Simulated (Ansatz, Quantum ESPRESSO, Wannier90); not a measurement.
# zigzag Ti chain, bond 2.30 Å, width 0.8 Å: Wannier functions and conductance, part 2 of 5

Aim: a Wannier model and the conductance steps that follow from it, for this wire: zigzag Ti chain, bond 2.30 Å, width 0.8 Å.

Quantum ESPRESSO 7.5 and Wannier90 3.1.0; plane-wave DFT, PBE, GBRV ultrasoft pseudopotentials; cross-check by Ansatz 0.2.0 with PAW datasets.

So far. Step 2 (Self-consistent run): The run needed 13 iterations to bring the estimated error under 1e-07 Ry; the largest force on any atom, held or free, is 0.57 eV/Å.

### 4. Neighbour list from wannier90 -pp

Level of this step: maximally localised Wannier functions and ballistic conductance; plane-wave DFT, PBE, GBRV ultrasoft pseudopotentials (Wannier90).

The .win file sets projections and windows: states in the frozen window are kept exactly, the outer window gives room to disentangle.

File wan.win:

```
num_wann = 18
num_bands = 36
num_iter = 200
num_print_cycles = 20
conv_tol = 1e-8
conv_window = 5
guiding_centres = true
dis_num_iter = 1500
dis_conv_tol = 1e-8
dis_win_min = -12.3565
dis_win_max = 7.6435
dis_froz_max = 0.1435
search_shells = 120
fermi_energy = -1.3565

transport = true
transport_mode = bulk
one_dim_axis = z
dist_cutoff = 17.15
dist_cutoff_mode = one_dim
tran_win_min = -4.0
tran_win_max = 2.0
tran_energy_step = 0.02

bands_plot = true
bands_num_points = 96
begin kpoint_path
G 0.0 0.0 0.0 Z 0.0 0.0 0.5
end kpoint_path

begin projections
Ti:s;p;d
end projections

begin unit_cell_cart
ang
  9.0000000000 0.0000000000 0.0000000000
  0.0000000000 8.0000000000 0.0000000000
  0.0000000000 0.0000000000 4.3127717306
end unit_cell_cart

begin atoms_frac
  Ti -0.0444444444 0.0000000000 0.0000000000
  Ti 0.0444444444 0.0000000000 0.5000000000
end atoms_frac

mp_grid = 1 1 8
begin kpoints
  0.0 0.0 0.0000000000
  0.0 0.0 0.1250000000
  0.0 0.0 0.2500000000
  0.0 0.0 0.3750000000
  0.0 0.0 0.5000000000
  0.0 0.0 0.6250000000
  0.0 0.0 0.7500000000
  0.0 0.0 0.8750000000
end kpoints
```

Command:

```console
> OMP_NUM_THREADS=1 wannier90.x -pp wan > wan.pp.log
```

Output:

```text
+---------------------------------------------------+
             |                                                   |
             |                   WANNIER90                       |
             |                                                   |
             +---------------------------------------------------+
             |                                                   |
             |        Welcome to the Maximally-Localized         |
             |        Generalized Wannier Functions code         |
             |                             |
             |                                                   |
             |                                                   |
             |  Wannier90 Developer Group:                       |
             |    Giovanni Pizzi    (EPFL)                       |
             |    Valerio Vitale    (Cambridge)                  |
             |    David Vanderbilt  (Rutgers University)         |
             |    Nicola Marzari    (EPFL)                       |
             |    Ivo Souza         (Universidad del Pais Vasco) |
             |    Arash A. Mostofi  (Imperial College London)    |
             |    Jonathan R. Yates (University of Oxford)       |
             |                                                   |
             |  For the full list of Wannier90 3.x authors,      |
             |  please check the code documentation and the      |
             |  README on the GitHub page of the code            |
             |                                                   |
             |                                                   |
             |  Please cite                                      |
             |                                                   |
             |  [ref] "Wannier90 as a community code:            |
             |        new features and applications",            |
             |        G. Pizzi et al., J. Phys. Cond. Matt. 32,  |
             |        165902 (2020).                             |
             |            |
             |                                                   |
             |  in any publications arising from the use of      |
             |  this code. For the method please cite            |
             |                                                   |
             |  [ref] "Maximally Localized Generalised Wannier   |
             |         Functions for Composite Energy Bands"     |
             |         N. Marzari and D. Vanderbilt              |
             |         Phys. Rev. B 56 12847 (1997)              |
             |                                                   |
             |  [ref] "Maximally Localized Wannier Functions     |
             |         for Entangled Energy Bands"               |
             |         I. Souza, N. Marzari and D. Vanderbilt    |
             |         Phys. Rev. B 65 035109 (2001)             |
             |                                                   |
             |                                                   |
             | Copyright (c) 1996-2020                           |
             |        The Wannier90 Developer Group and          |
             |        individual contributors                    |
             |                                                   |
             |      Release: 3.1.0        5th March    2020      |
             |                                                   |
             | This program is free software; you can            |
             | redistribute it and/or modify it under the terms  |
             | of the GNU General Public License as published by |
             | the Free Software Foundation; either version 2 of |
             | the License, or (at your option) any later version|
             |                                                   |
             | This program is distributed in the hope that it   |
             | will be useful, but WITHOUT ANY WARRANTY; without |
             | even the implied warranty of MERCHANTABILITY or   |
             | FITNESS FOR A PARTICULAR PURPOSE. See the GNU     |
             | General Public License for more details.          |
             |                                                   |
             | You should have received a copy of the GNU General|
             | Public License along with this program; if not,   |
             | write to the Free Software Foundation, Inc.,      |
             | 675 Mass Ave, Cambridge, MA 02139, USA.           |
             |                                                   |
             +---------------------------------------------------+
[date or host left out]
             +---------------------------------------------------+

 ******************************************************************************
 * -> Using CODATA 2006 constant values                                       *
 *    (                      *
 * -> Using Bohr value from CODATA                                            *
 ******************************************************************************

 Running in serial (with parallel executable)

                                    ------
                                    SYSTEM
                                    ------

                              Lattice Vectors (Ang)
                    a_1     9.000000   0.000000   0.000000
                    a_2     0.000000   8.000000   0.000000
                    a_3     0.000000   0.000000   4.312772

                   Unit Cell Volume:     310.51956  (Ang^3)

                        Reciprocal-Space Vectors (Ang^-1)
                    b_1     0.698132   0.000000   0.000000
                    b_2     0.000000   0.785398   0.000000
                    b_3     0.000000   0.000000   1.456879

 *----------------------------------------------------------------------------*
 |   Site       Fractional Coordinate          Cartesian Coordinate (Ang)     |
 +----------------------------------------------------------------------------+
 | Ti   1  -0.04444   0.00000   0.00000   |   -0.40000   0.00000   0.00000    |
 | Ti   2   0.04444   0.00000   0.50000   |    0.40000   0.00000   2.15639    |
 *----------------------------------------------------------------------------*
                                ------------
                                K-POINT GRID
                                ------------

             Grid size =  1 x  1 x  8      Total points =    8

 *---------------------------------- MAIN ------------------------------------*
 |  Number of Wannier Functions               :                18             |
[...]
|  Use phases for initial projections        :                 F             |
 |  Iterations before starting guiding centres:                 0             |
 |  Iterations between using guiding centres  :                 1             |
 *----------------------------------------------------------------------------*
 *------------------------------- DISENTANGLE --------------------------------*
 |  Using band disentanglement                :                 T             |
 |  Total number of iterations                :              1500             |
 |  Mixing ratio                              :             0.500             |
 |  Convergence tolerence                     :         1.000E-08             |
 |  Convergence window                        :                 3             |
 *----------------------------------------------------------------------------*
 *-------------------------------- PLOTTING ----------------------------------*
 |  Plotting interpolated bandstructure       :                 T             |
 |   Number of K-path sections                :                 1             |
 |   Divisions along first K-path section     :                96             |
 |   Output format                            :           gnuplot             |
 |   Output mode                              :               s-k             |
 *----------------------------------------------------------------------------*
 |   K-space path sections:                                                   |
 |    From: G       0.000  0.000  0.000     To: Z       0.000  0.000  0.500   |
 *----------------------------------------------------------------------------*
 *------------------------------- TRANSPORT ----------------------------------*
 |  Transport mode                            :              bulk             |
 |   Hamiltonian from external files          :                 F             |
 |   System extended in                       :                 z             |
 |   Centre of the unit cell to which WF are translated (fract. coords):      |
 |                                       0.000000,    0.000000,    0.000000   |
 |  Fermi energy (eV)                         :            -1.357             |
 *----------------------------------------------------------------------------*
 Time to read parameters        0.003 (sec)

 *---------------------------------- K-MESH ----------------------------------*
 +----------------------------------------------------------------------------+
 |                    Distance to Nearest-Neighbour Shells                    |
 |                    ------------------------------------                    |
 |          Shell             Distance (Ang^-1)          Multiplicity         |
 |          -----             -----------------          ------------         |
 |             1                   0.182110                      2            |
 |             2                   0.364220                      2            |
 |             3                   0.546330                      2            |
 |             4                   0.698132                      2            |
 |             5                   0.721493                      4            |
 |             6                   0.728439                      2            |
 |             7                   0.785398                      2            |
 |             8                   0.787429                      4            |
 |             9                   0.806235                      4            |
 |            10                   0.865740                      4            |
 |            11                   0.886490                      4            |
 |            12                   0.910549                      2            |
 |            13                   0.956727                      4            |
 |            14                   1.008966                      4            |
 |            15                   1.050827                      4            |
 |            16                   1.066491                      8            |
[...]
|           113                   2.375094                      8            |
 |           114                   2.384179                      4            |
 |           115                   2.404953                      4            |
 |           116                   2.415045                      8            |
 |           117                   2.418704                      4            |
 |           118                   2.424841                      8            |
 |           119                   2.425449                      8            |
 |           120                   2.441802                      4            |
 +----------------------------------------------------------------------------+
 | The b-vectors are chosen automatically                                     |
 | SVD found small singular value, Rejecting this shell and trying the next   |
 | The following shells are used:   1,  4,  7                                 |
 +----------------------------------------------------------------------------+
 |                        Shell   # Nearest-Neighbours                        |
 |                        -----   --------------------                        |
 |                          1               2                                 |
 |                          4               2                                 |
 |                          7               2                                 |
 +----------------------------------------------------------------------------+
 | Completeness relation is fully satisfied [Eq. (B1), PRB 56, 12847 (1997)]  |
 +----------------------------------------------------------------------------+
 |                  b_k Vectors (Ang^-1) and Weights (Ang^2)                  |
 |                  ----------------------------------------                  |
 |            No.         b_k(x)      b_k(y)      b_k(z)        w_b           |
 |            ---        --------------------------------     --------        |
 |             1         0.000000    0.000000    0.182110    15.076592        |
 |             2         0.000000    0.000000   -0.182110    15.076592        |
 |             3         0.698132    0.000000    0.000000     1.025877        |
 |             4        -0.698132    0.000000    0.000000     1.025877        |
 |             5         0.000000    0.785398    0.000000     0.810569        |
 |             6         0.000000   -0.785398    0.000000     0.810569        |
 +----------------------------------------------------------------------------+
 |                           b_k Directions (Ang^-1)                          |
 |                           -----------------------                          |
 |            No.           x           y           z                         |
 |            ---        --------------------------------                     |
 |             1         0.000000    0.000000    0.182110                     |
 |             2         0.698132    0.000000    0.000000                     |
 |             3         0.000000    0.785398    0.000000                     |
 +----------------------------------------------------------------------------+

 Time to get kmesh              0.008 (sec)
 *============================================================================*
 |                              MEMORY ESTIMATE                               |
 |         Maximum RAM allocated during each phase of the calculation         |
 *============================================================================*
 |                        Disentanglement            1.54 Mb                  |
 |                            Wannierise:            0.78 Mb                  |
 |                          plot_wannier:            0.78 Mb                  |
 *----------------------------------------------------------------------------*

 Starting a new Wannier90 calculation ...

 Time to write kmesh            0.011 (sec)

 Exiting... wan.nnkp written.
```

Run time: 0.47 s. Hardware: 1 MPI rank of Arm Neoverse V2, shared host; peak memory 0.09 GiB.

### 5. Overlaps and projections

pw2wannier90.x computes the overlaps between neighbouring k-points and the projections.

File wan.p2w.in:

```
&inputpp
  prefix = 'nscf'
  outdir = './out'
  seedname = 'wan'
  write_mmn = .true.
  write_amn = .true.
  write_unk = .false.
/
```

Command:

```console
> OMP_NUM_THREADS=1 mpirun -n 2 pw2wannier90.x -in wan.p2w.in > wan.p2w.out
```

Output:

```text
[banner, memory and clock lines left out]
Program PW2WANNIER v.7.5 starts

          URL

     Reading nscf_save data

     ./out/nscf.save/

     IMPORTANT: XC functional enforced from input :
     Exchange-correlation= PBE
                           (   1   4   3   4   0   0   0)
     Any further DFT definition will be discarded
     Please, verify this is what you really want

     Check: negative core charge=   -0.000005

     negative rho (up, down):  2.943E-03 0.000E+00
     Reading collected, re-writing distributed wavefunctions

      Spin CASE ( default = unpolarized )

  Wannier mode is: standalone

  -----------------
  *** Reading nnkp
  -----------------

  Checking info from wannier.nnkp file

  - Real lattice is ok
  - Reciprocal lattice is ok
  - K-points are ok
  - Number of wannier functions is ok ( 18)
  - All guiding functions are given

  Projections:
   -0.044440    0.000000    0.000000  0  1  1    1.000000
   -0.044440    0.000000    0.000000  1  1  1    1.000000
   -0.044440    0.000000    0.000000  1  2  1    1.000000
   -0.044440    0.000000    0.000000  1  3  1    1.000000
   -0.044440    0.000000    0.000000  2  1  1    1.000000
   -0.044440    0.000000    0.000000  2  2  1    1.000000
   -0.044440    0.000000    0.000000  2  3  1    1.000000
   -0.044440    0.000000    0.000000  2  4  1    1.000000
   -0.044440    0.000000    0.000000  2  5  1    1.000000
    0.044440    0.000000    0.239598  0  1  1    1.000000
    0.044440    0.000000    0.239598  1  1  1    1.000000
    0.044440    0.000000    0.239598  1  2  1    1.000000
    0.044440    0.000000    0.239598  1  3  1    1.000000
    0.044440    0.000000    0.239598  2  1  1    1.000000
    0.044440    0.000000    0.239598  2  2  1    1.000000
    0.044440    0.000000    0.239598  2  3  1    1.000000
    0.044440    0.000000    0.239598  2  4  1    1.000000
    0.044440    0.000000    0.239598  2  5  1    1.000000

  Reading data about k-point neighbours

  All neighbours are found

  Opening pp-files

  *** Compute  A projections

  Number of local k points =        8
       1       2       3       4       5       6       7       8
  AMN calculated

  ---------------
  *** Compute  M
  ---------------

  Number of local k points =        8
       1       2       3       4       5       6       7       8
  MMN calculated

  *** Orbital terms are not computed

  *** SHC terms are not computed

  ----------------
  *** Write bands
  ----------------

  *** Plot info is not printed

  *** Parity info is not printed

  ------------
  *** Stop pp
  ------------

     Internal routines:
```

Run time: 6.6 s. Hardware: 2 MPI ranks; peak memory 0.15 GiB; 13 s of CPU time.

(Continued in part 3 of 5.)

[Logs are printed without paths, hosts, clocks, repeated set-up lines and the standing remarks that a program may print on its own settings, such as how far it seeks lower states.]

[Hosts, paths, dates, database ids (printed as entryN), source tags and the programs' standing remarks are cut or masked in the printed files.]

[Maps of the electrostatic potential energy from Ansatz leave out the sawtooth potential of an applied field or a dipole correction, so their vacuum need not be flat; planar profiles and work functions include it.]
